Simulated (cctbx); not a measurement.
**Interatomic vectors of Tm2Ga12Fe**

Space group P4/nbm (no. 125, origin choice 1), a = 5.9340 Å, b = 5.9340 Å, c = 15.7540 Å, α = 90.00°, β = 90.00°, γ = 90.00°, content Tm4 Ga24 Fe2.

Simulated single-crystal data (cctbx): Cu Kα, λ = 1.54184 Å, to d = 0.8 Å, 80 % of the full sphere, strongest reflection 40000 counts, noise from counting, a 4 % proportional error and a noise floor of 15 counts (s.d.); no absorption.

Patterson synthesis from sharpened amplitudes, origin scaled to 1000:

```text
Patterson group P 4/m m m
      u       v       w   height  length (A)
  0.000   0.000   0.000   1000.0     0.00
  0.500   0.500   0.000    824.3     4.20
  0.000   0.000   0.500    490.7     7.88
  0.500   0.500   0.500    487.9     8.92
  0.000   0.500   0.423    268.0     7.30
  0.000   0.500   0.077    245.9     3.20
  0.000   0.500   0.000    209.3     2.97
  0.250   0.250   0.163    207.9     3.31
  0.251   0.251   0.337    188.8     5.71
  0.500   0.500   0.158    136.1     4.88
  0.250   0.250   0.257    134.2     4.56
  0.000   0.500   0.172    112.3     4.02
  0.252   0.252   0.100    104.9     2.64
  0.000   0.000   0.169    102.5     2.67
```

**Question.** Which atom pairs make the peaks, and where is the heaviest atom?

A peak at u stands for all pairs with xi − xj = u, with weight Σ ZiZj against Σ Z² = 43460 at the origin. Peak heights follow these weights only roughly, since form factors, motion and series ripples differ, all vectors within 0.55 Å of a peak are counted as merged into it though the farther ones add only part of their weight, and F(000) is left out, which lowers the whole map:

| u | v | w | shortest length (Å) | height | 1000 ΣZiZj/ΣZ² | pairs in the cell |
| --- | --- | --- | --- | --- | --- | --- |
| 0.500 | 0.500 | 0.000 | 4.20 | 824 | 823 | 4 × Tm–Tm, 16 × Ga–Ga, 2 × Fe–Fe |
| 0.000 | 0.000 | 0.500 | 7.88 | 491 | 615 | 4 × Tm–Tm, 8 × Ga–Ga |
| 0.500 | 0.500 | 0.500 | 8.92 | 488 | 615 | 4 × Tm–Tm, 8 × Ga–Ga |
| 0.000 | 0.500 | 0.423 | 7.29 | 268 | 394 | 8 × Tm–Ga |
| 0.000 | 0.500 | 0.077 | 3.21 | 246 | 394 | 8 × Tm–Ga |
| 0.000 | 0.500 | 0.000 | 2.97 | 209 | 177 | 8 × Ga–Ga |
| 0.250 | 0.250 | 0.163 | 3.32 | 208 | 197 | 4 × Tm–Ga |
| 0.251 | 0.251 | 0.337 | 5.71 | 189 | 197 | 4 × Tm–Ga |
| 0.500 | 0.500 | 0.158 | 4.88 | 136 | 265 | 12 × Ga–Ga |
| 0.250 | 0.250 | 0.257 | 4.56 | 134 | 177 | 8 × Ga–Ga |

The table stops at ten peaks or at a height of 45, below which ripples compete. In the model behind the data Tm, the heaviest element, has 1 independent site: (1/2, 0, 0.7506), up to an allowed shift of origin; the Tm–Tm vectors are differences of these positions and their symmetry mates. The whole model:

```
atom  mult.       x       y       z  Ueq (Å²)
 Tm1      4     1/2       0  0.7506    0.0156
 Ga1      8  0.8266  0.3266  0.5709    0.0184
 Ga2      8  0.7519  0.2519  0.0891    0.0152
 Ga3      4       0       0  0.6618    0.0224
 Ga4      4       0       0  0.8120    0.0211
 Fe1      2       0     1/2       0    0.0390
```

The model was made for the exercise: a known structure type with other elements put in, its volume estimated, not relaxed; displacement parameters are assumed.

[Logs are printed without paths, hosts, clocks, repeated set-up lines and the standing remarks that a program may print on its own settings, such as how far it seeks lower states.]
